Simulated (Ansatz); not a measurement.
# TiO2 (Anatase, I4_1/amd): phonons and vibrational spectra, part 2 of 3

Task: relax TiO2 (Anatase, I4_1/amd), then find its harmonic phonons.

Ansatz 0.2.0; DFT LDA, scalar-relativistic, plane waves, PAW; PAW set soft_1.

So far: Set-up; Relaxation.

## (2) Relaxation (continued)

Valence density in the ac plane of the conventional cell at fractional y = 0.000, with atoms of Ti and O within 0.2 Å of it. It is the smooth field of the valence electrons, not physical close to the nuclei.

Ten even steps from '_' (0 e/Å³) to '@' (11 e/Å³), each cell a mean:
```
%%++::__..::++**==..__..--**
::..______::==++--..______..
____________......__________
::::____________________..::
**==..____..--==--..____::++
++--..__..==%%@@##--____::==
..________--**%%**::______..
____________..::..__________
____________________________
__________..::::::__________
__________::++**==..________
__________::==++--..________
____________....____________
____________________________
____________________________
____________________________
____________________________
::..____________________..::
**==..__________________::++
++--..__________________::==
....______________________..
____________________________
==--..__________________..--
@@##--____..::::..____..==%%
```
Columns run along a (3.7 Å), rows up along c (9.5 Å), edges of the conventional cell, whose origin can differ from the input's. Atoms in or near the plane, at fractional coordinates: Ti at (0.00, 0.00), Ti at (0.50, 0.75), O at (0.00, 0.21), O at (0.50, 0.96), O at (0.50, 0.54), O at (0.00, 0.79).

In this step the volume went from 11.35 to 11.02 Å³/atom.

## (3) Relaxing to small forces for the phonons

Phonons need a cell at rest on their own settings, so the relaxation is repeated with tight tolerances on forces and stress on the k mesh and occupations of the first response run.

Contents of input.yaml:

```yaml
crystal:
  lattice:
    - [-1.8699297847, 1.8699297847, 4.7292466454]
    - [1.8699297847, -1.8699297847, 4.7292466454]
    - [1.8699297847, 1.8699297847, -4.7292466454]
  atoms:
    - { symbol: Ti, position: [0.0, 0.0, 0.0] }
    - { symbol: Ti, position: [0.75, 0.25, 0.5] }
    - { symbol: O, position: [0.2079444793, 0.2079444793, 0.0] }
    - { symbol: O, position: [0.9579444793, 0.4579444793, 0.5] }
    - { symbol: O, position: [0.5420555207, 0.0420555207, 0.5] }
    - { symbol: O, position: [0.7920555207, 0.7920555207, 0.0] }
kpoints:
  mp_grid: { grid: [12, 12, 12] }
hamiltonian:
  xc: lda
  pseudopotentials: { kind: paw, azcp: { folder: soft_1 }, xc_functional: pbe }
scf:
  occupations: { method: fixed }
output:
  forces: true
  stress: true
  eigenvalues: true
relax:
  adjacent_minimum: "off"
  f_tol: 0.001
  max_steps: 60
  cell: { stress_tol: 0.01 }
```

Run with:

```
$ ansatz run input.yaml --threads 4 --pin off --max-ram 10240MiB --backend cpu --events-out ev --progress --plain --runs-dir out
```

Numbers of over 12 decimals in the logs are rounded to 6 here.

Log:

```text
[...]
- [1.8699297847, -1.8699297847, 4.7292466454]
    - [1.8699297847, 1.8699297847, -4.7292466454]
  atoms:
    - { symbol: Ti, position: [0.0, 0.0, 0.0] }
    - { symbol: Ti, position: [0.75, 0.25, 0.5] }
    - { symbol: O, position: [0.2079444793, 0.2079444793, 0.0] }
    - { symbol: O, position: [0.9579444793, 0.4579444793, 0.500000] }
    - { symbol: O, position: [0.5420555207, 0.0420555207, 0.5] }
    - { symbol: O, position: [0.7920555207, 0.7920555207, 0.0] }
[key lines of the parts left out:]
SCF converged after 5 iterations
Free energy (F): -7130.487312 eV
Fermi energy:    7.275716 eV
P = ⅓ Tr σ = -0.0048 GPa (-0.048 kbar)
```

The job ended after 11 s (4 threads of Arm Neoverse V1, shared host; peak memory 0.54 GiB; 41 s of CPU time).

Little changed from the start: no atom moved by 0.005 Å and no cell edge by 0.1 %.

Numbers from this step:

```yaml
pressure: -0.004821 GPa
gap_on_the_k_mesh: 2.094 eV
```

The largest force component left is 0.020 meV/Å and the pressure is -0.005 GPa, within the tolerances set. The cell now holds 11.02 Å³/atom.

## (4) Linear response at the zone centre

The zone centre is the only wavevector solved here; it holds the modes that light can see, as far as symmetry allows. The response to a homogeneous field gives the Born charges and the dielectric tensor, and its change with displacement the Raman tensors.

input.yaml, as its differences from that of step 3:

```diff
@@ -20,9 +20,7 @@
 output:
-  forces: true
-  stress: true
   eigenvalues: true
-relax:
-  adjacent_minimum: "off"
-  f_tol: 0.001
-  max_steps: 60
-  cell: { stress_tol: 0.01 }
+phonons:
+  method: dfpt
+  dielectric: true
+  rigid_motions: translations
+  raman: true
```

Log:

```text
[...]
Crystal: 6 atoms, lattice volume = 66.146 Å³
Basis set: ecut = 420 eV, 1283 PW (Γ), exchange–correlation on 80×80×80 points (8 copies of the dense FFT grid, shifted against one another)
Bands: 30, of which v1, the nominal top of the filled ones, is band 24 counted from 1 (23 counted from 0)
Symmetry: 16 space group operations
k-points: 868 of 1728 (irreducible under 1 space group operation, time reversal used)
[...]
SCF iter   1: F=—  HF=-7131.065413 eV  |F-HF|=—  |Δ(HF+E_count)|=         —  Δρ=5.65e-2  dr2=2.29e0  ethr=3.10e-3  ⟨swp⟩=3.9  Hψ=86343  notcnv=0  defer=1507
[...]
SCF iter  10: F=-7130.487313 eV  HF=-7130.487313 eV  |F-HF|=5.46e-12  |Δ(HF+E_count)|=   1.45e-9  Δρ=2.51e-7  dr2=1.82e-11  ethr=1.00e-12  ⟨swp⟩=10.5  Hψ=169137  notcnv=0
SCF 1 converged in 10 iterations: F = -7130.487313 eV  dr2 = 1.82e-11
[...]
NSCF: frozen V_eff on 3 k-points
DFPT response loops at Γ: preconditioner auto → Resta (q_TF=auto, 2.586 Å⁻¹)  ε∞=5.4 (no band partly filled); β = 1.00, the filter's whole step (`scf.mixing.beta` (0.50) is not read by the response loops at its default; to damp them type it under 1.00, their step now; it binds the ground state too); Broyden in place of MSR1
── the response to a field inside a basis, on 12×12×12 k-points: an SCF that follows is theirs, and a resumed run solves both again ──
Bands: 25, of which v1, the nominal top of the filled ones, is band 24 counted from 1 (23 counted from 0)
k-points: 159 of 1728
[...]
Eigensolver: Dense (159 Hₖ)
SCF iter   1: F=—  HF=-7130.476308 eV  |F-HF|=—  |Δ(HF+E_count)|=         —  Δρ=3.88e-4  dr2=2.18e-5  ethr=1.00e-1
[...]
SCF iter   6: F=-7130.476301 eV  HF=-7130.476301 eV  |F-HF|=2.73e-12  |Δ(HF+E_count)|=  9.80e-10  Δρ=1.66e-7  dr2=6.51e-12  ethr=3.86e-12
SCF 1 converged in 6 iterations: F = -7130.476301 eV  dr2 = 6.51e-12
[...]
SCF converged after 10 iterations
Free energy (F): -7130.487313 eV
[...]
Internal energy: -7130.487313 eV  (E = F + TS)
E sigma→0 (E₀):  -7130.487313 eV
Fermi energy:    7.275716 eV
[...]
--- Band table (eV; the first three rows and the last of 868) ---
  k-point 0: bands = [... 20 lower, 6.5145, 6.5145, 6.7725, 6.7725, 9.3695, 10.1675, 11.3960, 11.3960, ... 2 higher]
  k-point 1: bands = [... 20 lower, 6.3699, 6.3942, 6.5025, 6.8827, 9.7119, 10.2174, 11.0718, 11.2561, ... 2 higher]
  k-point 2: bands = [... 20 lower, 5.9389, 6.0675, 6.6050, 7.0132, 10.2670, 10.3964, 10.6244, 11.0731, ... 2 higher]
  k-point 867: bands = [... 20 lower, 5.9904, 5.9904, 7.1651, 7.1651, 9.7533, 9.7533, 11.1585, 11.1585, ... 2 higher]
--- Phonons (Γ-DFPT): 5 representative perturbations + reference, on 868 of 1728 k-points (Σ response iterations 17) ---
  k mesh reduced under 1 symmetry operation, with k and −k counted as one. Each operation leaves every solved perturbation unchanged. A smaller set is not considered because the run solves the response to a homogeneous field
  ASR residual: 3.241e-5 → 0.000e0 eV/Å²; symmetrization residual: 1.608e-5 eV/Å²
  ASR residual per site (eV/Å²): 1.01e-5 1.01e-5 3.24e-5 3.24e-5 3.24e-5 3.24e-5
  Γ frequencies (cm⁻¹): 0.00 0.00 0.00 150.14 150.14 164.25 164.25 240.43 240.43 348.23 384.10 442.36 442.36 503.19 528.23 551.53 638.22 638.22
  ε∞ (high-frequency dielectric tensor):
        6.874141     0.000000    -0.000000
        0.000000     6.874141     0.000000
       -0.000000     0.000000     6.271047
  ε⁰ (static dielectric tensor: ions relaxed, cell fixed):
       52.890436    -0.000000    -0.000000
       -0.000000    52.890436    -0.000000
       -0.000000    -0.000000    27.242983
  ε⁰ − ε∞ (ionic part):
       46.016295    -0.000000    -0.000000
       -0.000000    46.016295    -0.000000
       -0.000000    -0.000000    20.971937
  softest optical mode at Γ: 150.14 cm⁻¹; the repairs (sum rule, projections) moved no ω² at Γ by more than (2.34 cm⁻¹)²
  Born effective charges Z* (e; rows j = field, columns β = displacement):
    site 0:
         6.56103    0.00000   -0.00000
         0.00000    6.56103    0.00000
        -0.00000   -0.00000    5.72555
    site 1:
         6.56103    0.00000   -0.00000
         0.00000    6.56103   -0.00000
        -0.00000   -0.00000    5.72555
    site 2:
        -1.12737    0.00000    0.00000
         0.00000   -5.43365   -0.00000
         0.00000   -0.00000   -2.86278
    site 3:
        -5.43365   -0.00000    0.00000
        -0.00000   -1.12737    0.00000
        -0.00000   -0.00000   -2.86278
    site 4:
        -1.12737    0.00000    0.00000
        -0.00000   -5.43365    0.00000
        -0.00000   -0.00000   -2.86278
    site 5:
        -5.43365   -0.00000   -0.00000
        -0.00000   -1.12737    0.00000
        -0.00000    0.00000   -2.86278
  Z* charge neutrality: 4.941e-3 e pre-enforcement
  solved inside a basis spanned on kpoints, on 12×12×12 k-points: ε∞ is read to err by 2.0e-2, Z* by 2.2e-2 e (field_mesh: kpoints solves on kpoints); Z* is corrected for what the basis lacks
  Raman tensors (in the event stream and the table raman_tensors.tsv): an entry may err by 7.9e-2 Å², one of the second-order susceptibility by 1.9e-19 pm/V (basis, points and sum rule); their sum over the sites missed zero by 7.327e-15 Å² ahead of its enforcement
  optical modes at Γ without the LO–TO term, one row a degenerate level:
      ω (cm⁻¹)  modes    IR ((D/Å)²/amu)  static Raman (Å⁴/amu)  depolarisation
        150.14      2             0.0000               630.6429           0.750
        164.25      2             0.0000                 6.2927           0.750
        240.43      2           124.8940                 0.0000               —
        348.23      1            78.8723                 0.0000               —
        384.10      1             0.0000               277.8005           0.750
        442.36      2           135.7274                 0.0000               —
        503.19      1             0.0000               134.2402           0.750
        528.23      1             0.0000               416.7648           0.193
        551.53      1             0.0000                 0.0000               —
        638.22      2             0.0000              1470.4868           0.750
  optical modes at Γ + LO–TO along q̂ = [1.0000, 0.0000, 0.0000]:
      ω (cm⁻¹)  modes    IR ((D/Å)²/amu)  static Raman (Å⁴/amu)  depolarisation
        150.14      2             0.0000               630.6429           0.750
        164.25      2             0.0000                 6.2927           0.750
        240.43      1            62.4470                 0.0000               —
        341.00      1             1.5658                 0.0000               —
        348.23      1            78.8723                 0.0000               —
        384.10      1             0.0000               277.8005           0.750
        442.36      1            67.8637                 0.0000               —
        503.19      1             0.0000               134.2402           0.750
        528.23      1             0.0000               416.7648           0.193
        551.53      1             0.0000                 0.0000               —
        638.22      2             0.0000              1470.4868           0.750
        865.13      1           128.7449                 0.0000               —
  optical modes at Γ + LO–TO along q̂ = [0.0000, 1.0000, 0.0000]:
      ω (cm⁻¹)  modes    IR ((D/Å)²/amu)  static Raman (Å⁴/amu)  depolarisation
        150.14      2             0.0000               630.6429           0.750
        164.25      2             0.0000                 6.2927           0.750
        240.43      1            62.4470                 0.0000               —
        341.00      1             1.5658                 0.0000               —
        348.23      1            78.8723                 0.0000               —
        384.10      1             0.0000               277.8005           0.750
        442.36      1            67.8637                 0.0000               —
        503.19      1             0.0000               134.2402           0.750
        528.23      1             0.0000               416.7648           0.193
        551.53      1             0.0000                 0.0000               —
        638.22      2             0.0000              1470.4868           0.750
        865.13      1           128.7449                 0.0000               —
  optical modes at Γ + LO–TO along q̂ = [0.0000, 0.0000, 1.0000]:
      ω (cm⁻¹)  modes    IR ((D/Å)²/amu)  static Raman (Å⁴/amu)  depolarisation
        150.14      2             0.0000               630.6429           0.750
        164.25      2             0.0000                 6.2927           0.750
        240.43      2           124.8940                 0.0000               —
        384.10      1             0.0000               277.8005           0.750
        442.36      2           135.7274                 0.0000               —
        503.19      1             0.0000               134.2402           0.750
        528.23      1             0.0000               416.7648           0.193
        551.53      1             0.0000                 0.0000               —
        638.22      2             0.0000              1470.4868           0.750
        725.82      1            78.8723                 0.0000               —
```

The job ended after 20 min (4 threads; peak memory 6.7 GiB; 80 min of CPU time).

Numbers from this step:

```yaml
sum_rule_residual_before_enforcement: 3.24e-5 eV/Å²
miss_of_the_charge_sum_rule: 0.004941 e
estimated_error_of_the_dielectric_tensor: 0.01975
estimated_error_of_the_born_charges: 0.02190 e
point_group: 4/mmm
highest_optical_mode_at_the_zone_centre_no_lo_to_term: 638.2 cm⁻¹
lowest_optical_zone_centre_mode: 150.1 cm⁻¹
mean_high_frequency_dielectric_constant: 6.673
largest_born_charge_third_of_the_trace: 6.283 e
mean_static_dielectric_constant: 44.34
top_of_the_zone_centre_spectrum_with_the_field: 865.1 cm⁻¹
```

Without the LO-TO term. Patterns of degenerate modes are one choice out of their space. Modes at Γ, with each element's share of the kinetic energy:

```tsv
mode	frequency (cm⁻¹)	symmetry	Ti %	O %
1	0.0	acoustic	60	40
2	0.0	acoustic	60	40
3	0.0	acoustic	60	40
4	150.1	Eg	95	5
5	150.1	Eg	95	5
6	164.2	Eg	4	96
7	164.2	Eg	4	96
8	240.4	Eu	36	64
9	240.4	Eu	36	64
10	348.2	A2u	40	60
11	384.1	B1g	100	0
12	442.4	Eu	4	96
13	442.4	Eu	4	96
14	503.2	B1g	0	100
15	528.2	A1g	0	100
16	551.5	B2u	0	100
17	638.2	Eg	1	99
18	638.2	Eg	1	99
```

Displacements in mode 5 (150.1 cm⁻¹), the largest set to 1:
```
Ti1  0.07  1.00  0.00
Ti2 -0.07 -1.00  0.00
O3   0.02 -0.09  0.00
O4   0.01 -0.37  0.00
O5  -0.02  0.09  0.00
O6  -0.01  0.37  0.00
```

Displacements in mode 9 (240.4 cm⁻¹), the largest set to 1:
```
Ti1  0.00 -0.46  0.00
Ti2  0.00 -0.46  0.00
O3   0.00  0.38  0.00
O4   0.00  1.00  0.00
O5   0.00  0.38  0.00
O6   0.00  1.00  0.00
```

[end of part 2 of 3]

[Logs are printed without paths, hosts, clocks, repeated set-up lines and the standing remarks that a program may print on its own settings, such as how far it seeks lower states.]

[Hosts, paths, dates, database ids (printed as entryN), source tags and the programs' standing remarks are cut or masked in the printed files.]
